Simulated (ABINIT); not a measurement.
# A GW chain in ABINIT: Cl (Cmce)

Aim: the G0W0 gap of Cl (Cmce) on PBE, step by step.

Main program and level: ABINIT 10.8.3; PBE and many-body steps on it, plane waves.

## 1. Set-up

Symmetry: Cmce, No. 64, orthorhombic system. The conventional cell has a = 6.290 Å, b = 4.500 Å, c = 8.210 Å, α = 90.00°, β = 90.00°, γ = 90.00°. Cl has 1 Cl at 2.02 Å nearest.

The cell and positions come from the Crystallography Open Database and are kept as given unless a step says otherwise.

## 2. Ground state

This step: ABINIT 10.8.3; DFT, PBE, plane waves, norm-conserving pseudopotentials.

The ground-state density comes first.

Contents of run.abi:

```
acell 3*1.0 Angstrom
rprim 
  3.145000000000 -2.250000000000 0.000000000000
  3.145000000000 2.250000000000 0.000000000000
  0.000000000000 0.000000000000 8.210000000000
ntypat 1
znucl 17
natom 4
typat 1 1 1 1
xred 
  0.870000000000 0.130000000000 0.100000000000
  0.630000000000 0.370000000000 0.600000000000
  0.130000000000 0.870000000000 0.900000000000
  0.370000000000 0.630000000000 0.400000000000
pp_dirpath "pseudos"
pseudos "Cl.upf"
ecut 25
ngkpt 6 6 4
nshiftk 1
shiftk 0 0 0
kptopt 1
chksymbreak 0
nband 20
occopt 1
tolvrs 1e-10
nstep 60
prtwf 0
indata_prefix "in"
outdata_prefix "out"
tmpdata_prefix "tmp"
```

The run is started by

```console
$ OMP_NUM_THREADS=1 mpirun -n 4 abinit run.abi > log
```

Numbers of over 12 decimals in the logs are rounded to 6 here.

Log:

```text
.Version 10.8.3 of ABINIT. v10.8.2 released Aug 2026.

 Symmetries : space group Cm c a (# 64); Bravais oC (1-face-center ortho.)
================================================================================
 Values of the parameters that define the memory need of the present run
     intxc =       0    ionmov =       0      iscf =       7    lmnmax =       6
     lnmax =       6     mgfft =      72  mpssoang =       3    mqgrid =    3493
     natom =       4  nloc_mem =       1    nspden =       1   nspinor =       1
    nsppol =       1      nsym =       8    n1xccc =    2501    ntypat =       1
    occopt =       1   xclevel =       2
-    mband =          20        mffmem =           1         mkmem =          10
       mpw =        4710          nfft =       93312          nkpt =          39
================================================================================
  Rough estimation (10% accuracy) of disk space for files :
================================================================================

--------------------------------------------------------------------------------
------------- Echo of variables that govern the present computation ------------
--------------------------------------------------------------------------------
 -outvars: echo values of preprocessed input variables --------
            acell      1.8897261259E+00  1.8897261259E+00  1.8897261259E+00 Bohr

      chksymbreak           0
             ecut      2.50000000E+01 Hartree
-          fftalg         312

              ixc     -101130
              kpt      0.00000000E+00  0.00000000E+00  0.00000000E+00
                       1.66666667E-01  0.00000000E+00  0.00000000E+00
                       3.33333333E-01  0.00000000E+00  0.00000000E+00
                       5.00000000E-01  0.00000000E+00  0.00000000E+00
                       1.66666667E-01  1.66666667E-01  0.00000000E+00
                       3.33333333E-01  1.66666667E-01  0.00000000E+00
                       5.00000000E-01  1.66666667E-01  0.00000000E+00
                      -3.33333333E-01  1.66666667E-01  0.00000000E+00
                      -1.66666667E-01  1.66666667E-01  0.00000000E+00
   [... 28 further rows ...]
                      -3.33333333E-01  3.33333333E-01  5.00000000E-01
                       5.00000000E-01  5.00000000E-01  5.00000000E-01
         kptrlatt        6    0    0      0    6    0      0    0    4
          kptrlen      4.38451851E+01
P           mkmem          10
            natom           4
            nband          20
            ngfft          36      36      72
             nkpt          39
            nstep          60
             nsym           8
           ntypat           1
              occ      2.000000  2.000000  2.000000  2.000000  2.000000  2.000000
                       2.000000  2.000000  2.000000  2.000000  2.000000  2.000000
                       2.000000  2.000000  0.000000  0.000000  0.000000  0.000000
                       0.000000  0.000000
            prtwf           0
            rprim      3.1450000000E+00 -2.2500000000E+00  0.0000000000E+00
[...]
spgroup          64

           tolvrs      1.00000000E-10

             xred      8.7000000000E-01  1.3000000000E-01  1.0000000000E-01
[...]
znucl       17.00000

================================================================================

 chkinp: Checking input parameters for consistency.

================================================================================
== DATASET  1 ==================================================================
-   mpi_nproc: 4, omp_nthreads: 1 (-1 if OMP is not activated)

--- !DatasetInfo
iteration_state: {dtset: 1, }
dimensions: {natom: 4, nkpt: 39, mband: 20, nsppol: 1, nspinor: 1, nspden: 1, mpw: 4710, }
cutoff_energies: {ecut:  25.0, pawecutdg:  -1.0, }
electrons: {nelect:   2.80000000E+01, charge:   0.00000000E+00, occopt:   1.00000000E+00, tsmear:   1.00000000E-02, }

 Real(R)+Recip(G) space primitive vectors, cartesian coordinates (Bohr,Bohr^-1):
 R(1)=  5.9431887 -4.2518838  0.0000000  G(1)=  0.0841299 -0.1175949  0.0000000
 R(2)=  5.9431887  4.2518838  0.0000000  G(2)=  0.0841299  0.1175949  0.0000000
 R(3)=  0.0000000  0.0000000 15.5146515  G(3)=  0.0000000  0.0000000  0.0644552
 Unit cell volume ucvol=  7.8410265E+02 bohr^3
 Angles (23,13,12)=  9.00000000E+01  9.00000000E+01  7.11614758E+01 degrees

 getcut: wavevector=  0.0000  0.0000  0.0000  ngfft=  36  36  72
         ecut(hartree)=     25.000   => boxcut(ratio)=   2.06184

--- Pseudopotential description ------------------------------------------------
- Cl Generated using ONCVPSP code by D. R. Hamann
- 17.00000   7.00000  171031                  znucl, zion, pspdat
12 -101130 2 -1 1028                          pspcod,pspxc,lmax,lloc,mmax
     nproj     2     2     2
  pspatm : epsatm=    9.12776517
         --- l  ekb(1:nproj) -->
[...]
pspatm: atomic psp has been read  and splines computed

   1.02230970E+03                                ecore*ucvol(ha*bohr**3)
--------------------------------------------------------------------------------

_setup2: Arith. and geom. avg. npw (full set) are    4682.410    4682.398

================================================================================

--- !BeginCycle
iteration_state: {dtset: 1, }
solver: {iscf: 7, nstep: 60, nline: 4, wfoptalg: 0, }
tolerances: {tolvrs: 1.00E-10, }

     iter   Etot(hartree)      deltaE(h)  residm     vres2
 ETOT  1  -65.563016520983    -6.556E+01 3.387E-02 2.238E+01
 ETOT  2  -65.589223611204    -2.621E-02 7.050E-03 1.956E+00
 ETOT  3  -65.589587263899    -3.637E-04 4.864E-03 1.545E-01
 ETOT  4  -65.589621889147    -3.463E-05 2.148E-03 4.225E-02
 ETOT  5  -65.589627101151    -5.212E-06 9.614E-04 1.292E-03
 ETOT  6  -65.589627199638    -9.849E-08 2.168E-03 7.950E-05
 ETOT  7  -65.589627205584    -5.946E-09 6.894E-04 1.991E-06
 ETOT  8  -65.589627205738    -1.538E-10 6.133E-04 2.591E-07
 ETOT  9  -65.589627205778    -4.019E-11 3.831E-04 4.428E-09
 ETOT 10  -65.589627205780    -1.918E-12 2.141E-04 2.506E-10
 ETOT 11  -65.589627205780     4.832E-13 1.255E-04 5.578E-12

 At SCF step   11       vres2   =  5.58E-12 < tolvrs=  1.00E-10 =>converged.

 Cartesian components of stress tensor (hartree/bohr^3)
  sigma(1 1)= -3.77370841E-05  sigma(3 2)=  0.00000000E+00
  sigma(2 2)= -9.03805549E-06  sigma(3 1)=  0.00000000E+00
  sigma(3 3)= -2.47279903E-06  sigma(2 1)=  0.00000000E+00

--- !ResultsGS
iteration_state: {dtset: 1, }
comment   : Summary of ground state results
lattice_vectors:
- [  5.9431887,  -4.2518838,   0.0000000, ]
- [  5.9431887,   4.2518838,   0.0000000, ]
- [  0.0000000,   0.0000000,  15.5146515, ]
lattice_lengths: [   7.30753,    7.30753,   15.51465, ]
lattice_angles: [ 90.000,  90.000,  71.161, ] # degrees, (23, 13, 12)
lattice_volume:   7.8410265E+02
convergence: {deltae:  4.832E-13, res2:  5.578E-12, residm:  1.255E-04, diffor: null, }
etotal    :  -6.55896272E+01
entropy   :   0.00000000E+00
fermie    :  -3.02756789E-02
cartesian_stress_tensor: # hartree/bohr^3
- [ -3.77370841E-05,   0.00000000E+00,   0.00000000E+00, ]
- [  0.00000000E+00,  -9.03805549E-06,   0.00000000E+00, ]
- [  0.00000000E+00,   0.00000000E+00,  -2.47279903E-06, ]
pressure_GPa:   4.8297E-01
xred      :
- [  8.7000E-01,   1.3000E-01,   1.0000E-01, Cl]
- [  6.3000E-01,   3.7000E-01,   6.0000E-01, Cl]
- [  1.3000E-01,   8.7000E-01,   9.0000E-01, Cl]
- [  3.7000E-01,   6.3000E-01,   4.0000E-01, Cl]
cartesian_forces: # hartree/bohr
- [  1.80954289E-20,  -1.24535578E-03,   1.35641899E-03, ]
- [  7.26002175E-20,   1.24535578E-03,   1.35641899E-03, ]
- [ -3.70858073E-22,   1.24535578E-03,  -1.35641899E-03, ]
- [ -9.03247883E-20,  -1.24535578E-03,  -1.35641899E-03, ]
force_length_stats: {min:   1.84140802E-03, max:   1.84140802E-03, mean:   1.84140802E-03, }

 Integrated electronic density in atomic spheres:
 ------------------------------------------------
 Atom  Sphere_radius  Integrated_density
[...]
4        2.00000          4.99274342
================================================================================

 ----iterations are completed or convergence reached----

 Mean square residual over all n,k,spin=   23.421E-08; max=  12.545E-05
 reduced coordinates (array xred) for    4 atoms
       0.870000000000      0.130000000000      0.100000000000
       0.630000000000      0.370000000000      0.600000000000
       0.130000000000      0.870000000000      0.900000000000
       0.370000000000      0.630000000000      0.400000000000
 rms dE/dt=  1.2896E-02; max dE/dt=  2.1044E-02; dE/dt below (all hartree)
    1      -0.005295108056      0.005295108056     -0.021044367884
    2       0.005295108056     -0.005295108056     -0.021044367884
    3       0.005295108056     -0.005295108056      0.021044367884
    4      -0.005295108056      0.005295108056      0.021044367884

 cartesian coordinates (angstrom) at end:
    1      3.145000    -1.665000     0.821000
    2      3.145000    -0.585000     4.926000
    3      3.145000     1.665000     7.389000
    4      3.145000     0.585000     3.284000

 cartesian forces (hartree/bohr) at end:
    1      0.000000    -0.00124536     0.00135642
    2      0.000000     0.00124536     0.00135642
    3     -0.000000     0.00124536    -0.00135642
    4     -0.000000    -0.00124536    -0.00135642
 frms,max,avg= 1.0631374E-03 1.3564190E-03   0.000E+00  0.000E+00  0.000E+00 h/b

 cartesian forces (eV/Angstrom) at end:
    1      0.000000    -0.064039     0.069750
    2      0.000000     0.064039     0.069750
    3     -0.000000     0.064039    -0.069750
    4     -0.000000    -0.064039    -0.069750
 frms,max,avg= 5.4668724E-02 6.9749869E-02   0.000E+00  0.000E+00  0.000E+00 e/A
 length scales=  1.889726125908  1.889726125908  1.889726125908 bohr
              =  1.000000000000  1.000000000000  1.000000000000 angstroms
 prteigrs : about to open file out_EIG
 Fermi (or HOMO) energy (hartree) =  -0.03028   Average Vxc (hartree)=  -0.28844
 Eigenvalues (hartree) for nkpt=  39  k points:
 kpt#   1, nband= 20, wtk=  0.00694, kpt=  0.0000  0.0000  0.0000 (reduced coord)
  -0.64091   -0.63353   -0.49406   -0.47435   -0.22600   -0.19657   -0.12661   -0.12203
  -0.10941   -0.10909   -0.05601   -0.04507   -0.03565   -0.03234    0.06046    0.08112
   0.22390    0.24601    0.29106    0.33966
 prteigrs : prtvol=0 or 1, do not print more k-points.

--- !EnergyTerms
iteration_state     : {dtset: 1, }
comment             : Components of total free energy in Hartree
kinetic             :  2.21312281786968E+01
hartree             :  1.26113106288629E+01
xc                  : -1.77898133417971E+01
Ewald energy        : -4.52935173226236E+01
psp_core            :  1.30379574154858E+00
local_psp           : -4.74110710612950E+01
non_local_psp       :  8.85843997082753E+00
total_energy        : -6.55896272057798E+01
total_energy_eV     : -1.78478467962638E+03
band_energy         : -6.75520836384856E+00

 Cartesian components of stress tensor (hartree/bohr^3)
  sigma(1 1)= -3.77370841E-05  sigma(3 2)=  0.00000000E+00
  sigma(2 2)= -9.03805549E-06  sigma(3 1)=  0.00000000E+00
  sigma(3 3)= -2.47279903E-06  sigma(2 1)=  0.00000000E+00

-Cartesian components of stress tensor (GPa)         [Pressure=  4.8297E-01 GPa]
- sigma(1 1)= -1.11026335E+00  sigma(3 2)=  0.00000000E+00
- sigma(2 2)= -2.65908773E-01  sigma(3 1)=  0.00000000E+00
- sigma(3 3)= -7.27522594E-02  sigma(2 1)=  0.00000000E+00

== END DATASET(S) ==============================================================
================================================================================

 -outvars: echo values of variables after computation  --------
           etotal     -6.5589627206E+01
            nband          20
             nkpt          39
          spgroup          64
 [... the other variables as echoed above ...]

 Calculation completed.
```

Wall time 32 s (4 MPI ranks of Arm Neoverse V1, shared host); peak memory 0.36 GiB.

This step gave:

```
total energy               : -1784.7847 eV
gap                        : 2.469 eV
k of the valence top       : 0.5, 0.5, 0
k of the conduction bottom : 0, 0, 0
least direct gap           : 2.525 eV
pressure                   : 0.4830 GPa
```

The gap is indirect, with the least direct gap 0.06 eV higher.

The cutoff was set for levels, not for stress, so the pressure can be off by some GPa.

(Continued in part 2 of 3.)

[Paths, hosts, dates, memory and timing lines, banners, echoed tables and standing remarks are left out of the program output.]

[Logs are printed without paths, hosts, clocks, repeated set-up lines and the standing remarks that a program may print on its own settings, such as how far it seeks lower states.]

[Runs of the session that timed out or met a known fault of the program may be left out.]

[Hosts, paths, dates, database ids (printed as entryN), source tags and the programs' standing remarks are cut or masked in the printed files.]

[G0W0 gaps are taken among the corrected bands and points alone; a level outside them can change the order at an edge.]

[Where Ansatz stands beside ABINIT at settings called matched, ABINIT's density can come from a denser mesh and the files from another edition; pairs whose starting gaps differed by over 0.03 eV were left out, so agreement reads better than it is.]
